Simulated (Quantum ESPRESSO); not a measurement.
# B K-edge XANES of BN (P6_3/mmc), part 3 of 4

What does one-electron theory with a core hole give for the B K edge of BN (P6_3/mmc)?

Quantum ESPRESSO 7.5; X-ray absorption near-edge structure, plane-wave PAW LDA, one-electron final states by a Lanczos continued fraction.

So far. Step 2 (The field without a hole): The mesh shows a gap of 4.10 eV, so the hole is first treated in a charged cell, without the excited electron. Step 3 (Spectrum without a core hole, B atom 3): Main maxima below 24 eV (height): 1.2 eV (1.12), 7.6 eV (1.75), 11.0 eV (1.49), 13.6 eV (1.47), 16.4 eV (1.59) and 23.2 eV (2.53).

The database entry behind the starting cell differs from later determinations by our own check (about 0.3 % short, minor phase), so it need not match the best structure at ambient conditions.

## 8. Spectrum with FCH, B atom 3

The Lanczos recursion gives the spectrum without computing empty bands; each polarisation needs a run of its own on the full k mesh. xe0 is set between filled and empty states, and states below it are cut. The file of filecore holds the core orbital, taken from the hole-free data set.

The input, xspectra.in:

```
&input_xspectra
   calculation='xanes_dipole', edge='K'
   prefix='x', outdir='tmp', xiabs=2, xe0=5.6309
   xonly_plot=.false., x_save_file='xanes.sav'
   xniter=3000, xcheck_conv=20, xerror=0.005
   xcoordcrys=.false., xepsilon(1)=1, xepsilon(2)=0, xepsilon(3)=0
/
&plot
   xnepoint=413, xemin=-10, xemax=45, terminator=.true., cut_occ_states=.true.
   xgamma=0.4
/
&pseudos
   filecore='../B.wfc'
/
&cut_occ
   cut_desmooth=0.1, cut_stepl=0.05, cut_stepu=0.05, cut_ierror=1e-5
/
5 5 4 0 0 0
```

xspectra_1.in, as its differences from xspectra.in of step 8:

```diff
@@ -5,3 +5,3 @@
    xniter=3000, xcheck_conv=20, xerror=0.005
-   xcoordcrys=.false., xepsilon(1)=1, xepsilon(2)=0, xepsilon(3)=0
+   xcoordcrys=.false., xepsilon(1)=0, xepsilon(2)=0, xepsilon(3)=1
 /
```

The run is started by

```sh
$ OMP_NUM_THREADS=1 mpirun --oversubscribe --bind-to none -np 8 xspectra.x -nk 8 -in xspectra.in > xspectra.out
```

Output:

```text
     [... banner and references ...]
Reading input_file

     calculation: xanes_dipole

     xepsilon  [cartesian coordinates]:   1.000000   0.000000   0.000000

     xonly_plot: FALSE
        => complete calculation: Lanczos + spectrum plot

     filecore (core-wavefunction file): ../B.wfc

     main plot parameters:
        cut_occ_states: TRUE
        gamma_mode:  constant
        -> using xgamma [eV]:  0.40
        xemin [eV]: -10.00
        xemax [eV]:  45.00
        xnepoint:  413
        xe0 [eV]:   5.630900 (energy zero read in input file)

     WARNING: variable ef_r is obsolete

                      Reading SCF save directory: x.save

     tmp/x.save/

     Exchange-correlation= PZ
                           (   1   1   0   0   0   0   0)

     G-vector sticks info

     negative rho (up, down):  8.737E-03 0.000E+00

                           Getting the Fermi energy

     From SCF save directory:
        ehomo [eV]:    5.3055 (highest occupied level)
        elumo [eV]:    5.9562 (lowest occupied level)
        ef    [eV]:    5.3055

     -> ef (in eV) will be written in x_save_file

                           Energy zero of the spectrum

     -> ef will NOT be used as energy zero of the spectrum
       (because xe0 read in input file)

     G-vector sticks info

     bravais-lattice index     =            0
     lattice parameter (alat)  =       9.4420  a.u.
     unit-cell volume          =     968.1492 (a.u.)^3
     number of atoms/cell      =           16
     number of atomic types    =            3
     number of electrons       =        64.00
     number of Kohn-Sham states=           36
     kinetic-energy cutoff     =      57.0000  Ry
     charge density cutoff     =     370.0000  Ry
     Exchange-correlation= PZ
                           (   1   1   0   0   0   0   0)

     celldm(1)=   9.441979  celldm(2)=   0.000000  celldm(3)=   0.000000
     celldm(4)=   0.000000  celldm(5)=   0.000000  celldm(6)=   0.000000

     crystal axes: (cart. coord. in units of alat)
               a(1) = (   1.000000   0.000000   0.000000 )
               a(2) = (  -0.500000   0.866025   0.000000 )
               a(3) = (   0.000000   0.000000   1.328075 )

     reciprocal axes: (cart. coord. in units 2 pi/alat)
               b(1) = (  1.000000  0.577350 -0.000000 )
               b(2) = (  0.000000  1.154701  0.000000 )
               b(3) = (  0.000000 -0.000000  0.752970 )

     ../pp/N.lda-n-kjpaw.UPF
     Pseudo is Projector augmented-wave + core cor, Zval =  5.0
     Shape of augmentation charge: PSQ
     Using radial grid of 1085 points,  4 beta functions with:
                l(1) =   0
                l(2) =   0
                l(3) =   1
                l(4) =   1
     Q(r) pseudized with 0 coefficients

     ../pp/B.lda-n-kjpaw-1sch.UPF
     Pseudo is Projector augmented-wave + core cor, Zval =  4.0
     Shape of augmentation charge: PSQ
     Using radial grid of 1059 points,  4 beta functions with:
                l(1) =   0
[...]
Q(r) pseudized with 0 coefficients

     ../pp/B.lda-n-kjpaw.UPF
     Pseudo is Projector augmented-wave + core cor, Zval =  3.0
     Shape of augmentation charge: PSQ
     Using radial grid of 1059 points,  4 beta functions with:
[...]
l(2) =   0
                l(3) =   1
                l(4) =   1
     Q(r) pseudized with 0 coefficients

     atomic species   valence    mass     pseudopotential
     N                 5.00     1.00000     N ( 1.00)
     B0                4.00     1.00000     B ( 1.00)
     B                 3.00     1.00000     B ( 1.00)

     12 Sym. Ops. (no inversion) found

   Cartesian axes

     site n.     atom                  positions (alat units)
         1        N      tau(   1) = (   0.2500000   0.1443376   0.3320187  )
         2        N      tau(   2) = (  -0.0000000   0.5773503   0.3320187  )
         3        N      tau(   3) = (   0.7500000   0.1443376   0.3320187  )
[...]
13        B      tau(  13) = (   0.0000000   0.2886751   0.3320187  )
        14        B      tau(  14) = (  -0.2500000   0.7216878   0.3320187  )
        15        B      tau(  15) = (   0.5000000   0.2886751   0.3320187  )
        16        B      tau(  16) = (   0.2500000   0.7216878   0.3320187  )

     number of k points=   100

     Number of k-points >= 100: set verbosity='high' to print them.

     Dense  grid:   116255 G-vectors     FFT dimensions: (  60,  60,  80)

     Smooth grid:    56329 G-vectors     FFT dimensions: (  48,  48,  64)

     The potential is recalculated from file :
     tmp/x.save/charge-density

     negative rho (up, down):  8.737E-03 0.000E+00
     Starting wfcs are   64 atomic wfcs
     Checking if some PAW data can be deallocated...

               Reading core wavefunction file for the absorbing atom

     ../B.wfc successfully read

                              Attributing the PAW radii
                     for the absorbing atom [units: Bohr radius]

        PAW proj 1: r_paw(l= 0)= 1.80  (1.5*r_cut)
        PAW proj 2: r_paw(l= 0)= 1.80  (1.5*r_cut)
        PAW proj 3: r_paw(l= 1)= 2.10  (1.5*r_cut)
        PAW proj 4: r_paw(l= 1)= 2.10  (1.5*r_cut)

        NB: The calculation will not necessary use all these r_paw values.
            - For a edge in the electric-dipole approximation,
              only the r_paw(l=1) values are used.
            - For a K edge in the electric-quadrupole approximation,
              only the r_paw(l=2) values are used.

            - For a L2 or L3 edge in the electric-quadrupole approximation,

              all projectors (s, p and d) are used.

                          Starting XANES calculation
                     in the electric dipole approximation

     Method of calculation based on the Lanczos recursion algorithm
        - STEP 1: Construction of a kpoint-dependent Lanczos basis,
          in which the Hamiltonian is tridiagonal (each 'iter'
          corresponds to the calculation of one more Lanczos vector)
        - STEP 2: Calculation of the cross-section as a continued fraction
          averaged over the k-points.

     ... Begin STEP 1 ...

        Radial transition matrix element(s) used in the calculation of the
        initial vector of the Lanczos basis (|tilde{phi}_abs> normalized)
        | For PAW proj. (l=1) #1: radial matrix element =   0.300745362
        | For PAW proj. (l=1) #2: radial matrix element =   0.371558985

NB: the    13 k-point are not all listed below because npool=  8
        |-------------------------------------------------------------
        ! k-point #     1:  ( 0.0000,  0.0000,  0.0000),  0.0200,   1
        |-------------------------------------------------------------
 okvan= T
        |   Norm of the initial Lanczos vector: 0.20578250E+00
        |   Estimated error at iter     20:   1.00161682
        |   Estimated error at iter     40:   0.70217932
        |   Estimated error at iter     60:   0.55513384
        |   Estimated error at iter     80:   0.15459793
        |   Estimated error at iter    100:   0.10186261
[...]
!   => CONVERGED at iter    240 with error=  0.00138597
        |-------------------------------------------------------------
        ! k-point #     2:  ( 0.0000,  0.0000,  0.1882),  0.0200,   1
        |-------------------------------------------------------------
 okvan= T
        |   Norm of the initial Lanczos vector: 0.20578265E+00
[...]
!   => CONVERGED at iter    320 with error=  0.00402461
        |-------------------------------------------------------------
     [... 10 further k-points ...]
        ! k-point #    13:  ( 0.0000,  0.6928,  0.0000),  0.0200,   1
        |-------------------------------------------------------------
 okvan= T
        |   Norm of the initial Lanczos vector: 0.20578305E+00
[...]
|   Estimated error at iter    220:   0.01142397
        |   Estimated error at iter    240:   0.01040290
        |   Estimated error at iter    260:   0.01002837
        !   => CONVERGED at iter    280 with error=  0.00473346

     Results of STEP 1 successfully written in x_save_file
     x_save_file name:
     ->  xanes.sav
     x_save_file version:  2

     ... End STEP 1 ...

     ... Begin STEP 2 ...

     The spectrum is calculated using the following parameters:
        xe0 [eV]:    5.6309
        the occupied states are elimintate from the spectrum
        xemin [eV]: -10.00
        xemax [eV]:  45.00
        xnepoint:  413
        constant broadening parameter [eV]:    0.400
        Core level energy [eV]:  -188.0
         (from electron binding energy of neutral atoms in X-ray data booklet)

     Cross-section successfully written in xanes.dat

     ... End STEP 2 ...

                                END JOB XSpectra
```

Wall time 67 s (8 MPI ranks of Arm Neoverse V2, shared host); peak memory 0.12 GiB; 8.9 min of CPU time.

The B K spectrum, B atom 3, full core hole (charged cell) (energy from the lowest empty level; intensity scaled to a mean of 1 over the first 20 eV; the points at xe0, where the cut of filled states can leave a spike, are interpolated; polarised curves are means over the symmetry-equivalent atoms):

```
E (eV)  isotropic  ε ⊥ c  ε ∥ c
  -2.0       0.09   0.02   0.22
  -1.5       0.12   0.02   0.32
  -1.0       0.20   0.03   0.53
  -0.5       0.45   0.03   1.30
   0.0       0.92   0.03   2.68
   0.5       2.09   0.04   6.19
   1.0       2.33   0.05   6.90
   1.5       0.91   0.05   2.63
   2.0       0.40   0.06   1.07
   2.5       0.26   0.08   0.63
   3.0       0.26   0.10   0.60
   3.5       0.35   0.13   0.79
   4.0       0.40   0.19   0.83
   4.5       0.38   0.30   0.53
   5.0       0.53   0.54   0.52
   5.5       0.90   1.12   0.46
   6.0       1.46   2.00   0.37
   6.5       1.74   2.45   0.33
   7.0       2.19   3.06   0.44
   7.5       1.66   2.26   0.45
   8.0       1.37   1.79   0.52
   8.5       1.75   2.20   0.84
   9.0       2.11   2.69   0.97
   9.5       1.73   2.08   1.02
  10.0       1.13   1.27   0.86
  10.5       0.99   1.15   0.67
  11.0       1.11   1.40   0.54
  11.5       0.92   1.12   0.52
  12.0       0.84   0.92   0.69
  12.5       0.86   0.98   0.61
  13.0       0.97   1.13   0.64
  13.5       0.97   1.18   0.56
  14.0       0.79   0.91   0.54
  14.5       0.81   0.90   0.63
  15.0       0.81   0.96   0.51
  15.5       0.97   1.23   0.43
  16.0       1.19   1.57   0.42
  16.5       0.93   1.15   0.48
  17.0       0.84   0.99   0.55
  17.5       0.74   0.89   0.45
  18.0       0.51   0.59   0.35
  18.5       0.38   0.40   0.34
  19.0       0.36   0.35   0.39
  19.5       0.40   0.37   0.45
  20.0       0.43   0.42   0.45
  20.5       0.58   0.58   0.58
  21.0       0.77   0.94   0.45
  21.5       0.95   1.23   0.39
  22.0       1.06   1.40   0.37
  22.5       1.26   1.71   0.37
  23.0       1.37   1.85   0.41
  23.5       1.12   1.50   0.36
  24.0       0.90   1.15   0.39
  24.5       0.72   0.81   0.54
  25.0       0.67   0.61   0.78
  25.5       0.49   0.41   0.64
  26.0       0.37   0.33   0.45
  26.5       0.37   0.36   0.39
  27.0       0.38   0.38   0.37
  27.5       0.36   0.34   0.41
  28.0       0.31   0.21   0.51
  28.5       0.29   0.16   0.55
  29.0       0.28   0.15   0.53
  29.5       0.31   0.14   0.64
  30.0       0.34   0.12   0.79
  30.5       0.32   0.10   0.75
  31.0       0.33   0.11   0.77
  31.5       0.38   0.13   0.88
  32.0       0.35   0.13   0.78
```

Main maxima below 24 eV (height): 0.9 eV (2.52), 7.0 eV (2.21), 8.9 eV (2.13), 10.9 eV (1.11), 16.0 eV (1.20) and 22.9 eV (1.38). A K edge sees empty p states; at this planar three-fold site the curve for the electric vector normal to the plane peaks at 0.9 eV, where it is mainly π* that absorbs: that direction carries over 70 % of the weight there.

The hole costs E(hole) − E(ground) = 186.24 eV, and the lowest empty level of the hole cell lies at 5.96 eV, which puts the zero at 192.20 eV. One term is added: -5.56 eV, since the hole is spin-paired here and a spin-polarised one costs that much less in the free atom (computed apart). The photon energy is then 186.64 eV. The functional and the charged cell's background leave an error in such absolute values: in the free atom LDA prices this hole 2.2 eV below PBE (computed apart), and PBE is itself good to a few eV.

## 9. Another broadening

The final state's lifetime shortens with energy, so measured features broaden above the edge; the saved Lanczos coefficients are redrawn with a width that grows.

The input, xspectra_plot.in:

```
&input_xspectra
   calculation='xanes_dipole', edge='K'
   prefix='x', outdir='tmp', xiabs=2, xe0=5.6309
   xonly_plot=.true., x_save_file='xanes.sav'
   xniter=3000, xcheck_conv=20, xerror=0.005
   xcoordcrys=.false., xepsilon(1)=1, xepsilon(2)=0, xepsilon(3)=0
/
&plot
   xnepoint=413, xemin=-10, xemax=45, terminator=.true., cut_occ_states=.true.
   gamma_mode='variable', gamma_energy(1)=4, gamma_energy(2)=25, gamma_value(1)=0.3, gamma_value(2)=2.5
/
&pseudos
   filecore='../B.wfc'
/
&cut_occ
   cut_desmooth=0.1, cut_stepl=0.05, cut_stepu=0.05, cut_ierror=1e-5
/
5 5 4 0 0 0
```

The run is started by

```sh
$ OMP_NUM_THREADS=1 xspectra.x -in xspectra_plot.in > xspectra_plot.out
```

Output:

```text
     [... banner and references ...]
Reading input_file
     -------------------------------------------------------------------------

     calculation: xanes_dipole

     xonly_plot: TRUE
        => only the spectrum plot

     main plot parameters:
        cut_occ_states: TRUE
        gamma_mode:  variable
        -> first, constant up to point ( 4.00, 0.30) [eV]
        -> then, linear up to point (25.00, 2.50) [eV]
        -> finally, constant up to xemax
        xemin [eV]: -10.00
        xemax [eV]:  45.00
        xnepoint:  413
[...]
xemin [eV]: -10.00
        xemax [eV]:  45.00
        xnepoint:  413
        energy-dependent broadening parameter:
         -> first, constant up to point ( 4.00, 0.30) [eV]
         -> then, linear up to point (25.00, 2.50) [eV]
         -> finally, constant up to xemax
        Core level energy [eV]:  -188.0
         (from electron binding energy of neutral atoms in X-ray data booklet)

     Cross-section successfully written in xanes.dat

     -------------------------------------------------------------------------
                                END JOB XSpectra
     -------------------------------------------------------------------------
[key lines of the parts left out:]
Fermi level [eV]:   5.3055
```

Run time: 3 s. Hardware: 1 MPI rank; peak memory 0.05 GiB.

With a Lorentzian half width 0.3 eV up to 4 eV, rising linearly to 2.5 eV at 25 eV (counted from xe0, 0.3 eV below the zero used here), the maxima are 0.9 eV (3.02), 7.0 eV (1.85), 8.9 eV (1.68) and 22.5 eV (0.80).

## 10. Spectrum with FCH, other settings, B atom 3

This attempt departs from the first core-hole run: k mesh from sound to 1×1×1.

Changes to xspectra.in since step 8:

```diff
@@ -17,2 +17,2 @@
 /
-5 5 4 0 0 0
+1 1 1 0 0 0
```

The run is started by

```sh
$ OMP_NUM_THREADS=1 mpirun --oversubscribe --bind-to none -np 8 xspectra.x -in xspectra.in > xspectra.out
```

Output:

```text
     [... banner and references ...]
Reading input_file

     calculation: xanes_dipole

     xepsilon  [cartesian coordinates]:   1.000000   0.000000   0.000000

     xonly_plot: FALSE
        => complete calculation: Lanczos + spectrum plot

     filecore (core-wavefunction file): ../B.wfc

     main plot parameters:
        cut_occ_states: TRUE
        gamma_mode:  constant
        -> using xgamma [eV]:  0.40
        xemin [eV]: -10.00
        xemax [eV]:  45.00
        xnepoint:  413
        xe0 [eV]:   5.630900 (energy zero read in input file)

[...]
Results of STEP 1 successfully written in x_save_file
     x_save_file name:
     ->  xanes.sav
     x_save_file version:  2

     ... End STEP 1 ...

     ... Begin STEP 2 ...

     The spectrum is calculated using the following parameters:
        xe0 [eV]:    5.6309
        the occupied states are elimintate from the spectrum
        xemin [eV]: -10.00
        xemax [eV]:  45.00
        xnepoint:  413
        constant broadening parameter [eV]:    0.400
        Core level energy [eV]:  -188.0
         (from electron binding energy of neutral atoms in X-ray data booklet)

     Cross-section successfully written in xanes.dat

     ... End STEP 2 ...

                                END JOB XSpectra
```

Elapsed: 2.3 s, on 8 MPI ranks; peak memory 0.06 GiB.

The run finished. A setting was moved off its sound value on purpose, so it serves as a test and not as the result.

The fault put into the input: the spectrum is summed over the zone centre alone.

Against the first run the r.m.s. difference is 93 %. Another feature, at 6.5 eV (4.00), becomes the highest below 16 eV; the one at 0.9 eV (2.52) is now at 0.1 eV (3.18).

```
E (eV)  first run  this run
  -2.0       0.09      0.13
  -0.5       0.45      1.47
   1.0       2.33      0.52
   2.5       0.26      0.15
   4.0       0.40      0.23
   5.5       0.90      0.70
   7.0       2.19      1.61
   8.5       1.75      1.07
  10.0       1.13      0.40
  11.5       0.92      0.55
  13.0       0.97      0.82
  14.5       0.81      0.44
  16.0       1.19      1.47
  17.5       0.74      1.41
  19.0       0.36      0.36
  20.5       0.58      0.80
  22.0       1.06      0.20
  23.5       1.12      0.94
  25.0       0.67      0.50
  26.5       0.37      0.43
  28.0       0.31      0.16
  29.5       0.31      0.07
  31.0       0.33      0.15
```

[end of part 3 of 4]

[Banner, clock and machine lines of the logs are left out without a mark of their own.]

[Logs are printed without paths, hosts, clocks, repeated set-up lines and the standing remarks that a program may print on its own settings, such as how far it seeks lower states.]

[Hosts, paths, dates, database ids (printed as entryN), source tags and the programs' standing remarks are cut or masked in the printed files.]

[Lists of maxima count a maximum above −3 eV only where it reaches 4 % of the highest in the window and stands out from its surroundings by 2 % of it (1.5 % where it reaches 55 %); shoulders and weaker maxima are passed over, and of the rest the first, up to two pre-edge ones and the few strongest are named.]
